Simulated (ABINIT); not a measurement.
An input for ABINIT 10.8.3 (LiNbO3 (R3c)):

```
acell 3*1.0 Angstrom
rprim 
  2.575800000019 1.487138823389 4.623000000000
  -2.575800000018 1.487138823389 4.623000000000
  0.000000000000 -2.974277646779 4.623000000000
ntypat 3
znucl 3 41 8
natom 10
typat 1 1 2 2 3 3 3 3 3 3
xred 
  0.281500000000 0.281500000000 0.281500000000
  0.781500000000 0.781500000000 0.781500000000
  0.000055000000 0.000055000000 0.000055000000
  0.500055000000 0.500055000000 0.500055000000
  0.112310000000 0.358360000000 0.719590000000
  0.719590000000 0.112310000000 0.358360000000
  0.358360000000 0.719590000000 0.112310000000
  0.219590000000 0.858360000000 0.612310000000
  0.858360000000 0.612310000000 0.219590000000
  0.612310000000 0.219590000000 0.858360000000
pp_dirpath "pseudos"
pseudos "Li.upf, Nb.upf, O.upf"
ecut 37
ngkpt 4 4 4
nshiftk 1
shiftk 0 0 0
kptopt 1
chksymbreak 0
istwfk *1
occopt 1
irdwfk 1
optdriver 4
nband 135
gwcalctyp 0
ecutsigx 37
symsigma 0
nkptgw 2
kptgw 
  0.0000000000 0.0000000000 0.0000000000
  0.5000000000 0.2500000000 0.0000000000
bdgw 
  33 36
  33 36
ecuteps 4
irdscr 1
ppmodel 1
indata_prefix "in"
outdata_prefix "out"
tmpdata_prefix "tmp"
```

```sh
OMP_NUM_THREADS=1 mpirun -n 16 abinit run.abi > log
```

Q: Estimate wall time and host memory on 16 MPI ranks of Arm Neoverse N1, shared host.

It took 53 s; on shared hardware allow 27 s to 1.8 min. Peak host memory was 5.6 GiB.

[Paths, hosts, dates, memory and timing lines, banners, echoed tables and standing remarks are left out of the program output.]

[Logs are printed without paths, hosts, clocks, repeated set-up lines and the standing remarks that a program may print on its own settings, such as how far it seeks lower states.]

[Runs of the session that timed out or met a known fault of the program may be left out.]

[Hosts, paths, dates, database ids (printed as entryN), source tags and the programs' standing remarks are cut or masked in the printed files.]

[G0W0 gaps are taken among the corrected bands and points alone; a level outside them can change the order at an edge.]

[Where Ansatz stands beside ABINIT at settings called matched, ABINIT's density can come from a denser mesh and the files from another edition; pairs whose starting gaps differed by over 0.03 eV were left out, so agreement reads better than it is.]
